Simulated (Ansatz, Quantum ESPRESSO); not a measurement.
# Predicting the next point of a tunnelling series: vacuum gaps between two Li(110) faces

How the rows were computed: Quantum ESPRESSO 7.5 (pw.x, pwcond.x), PBEsol, GBRV ultrasoft; geometry as built. T is the transmission per spin at the Fermi level, averaged over the mesh across the current, in a cell of 8.37 Å². The series steps the width of the vacuum gap.

| width (Å) | T |
| --- | --- |
| 4 | 0.445 |
| 5 | 0.27 |
| 6 | 0.14 |

**Question.** What is T at 7 Å?

**Worked estimate.** In the tunnelling regime ln T falls linearly. The last two rows give a slope of ln(0.27/0.14)/(6 − 5) = 0.657 per Å, so T(7) ≈ 0.14 × exp(−0.657 × 1) = 0.0726.

**Check.** T = 0.0457; the estimate is 1.59 times that. The slope over the last interval is 1.116: steeper than before. Points of the mesh with over 2.5 times the mean carry 83 % of this T, and one passes 0.80: resonant or open transport, which no single decay describes. A second code, Ansatz 0.2.0, gives 0.0365.

Caveats: Short leads, unrelaxed atoms, a barrier without the image potential and an untested mesh.
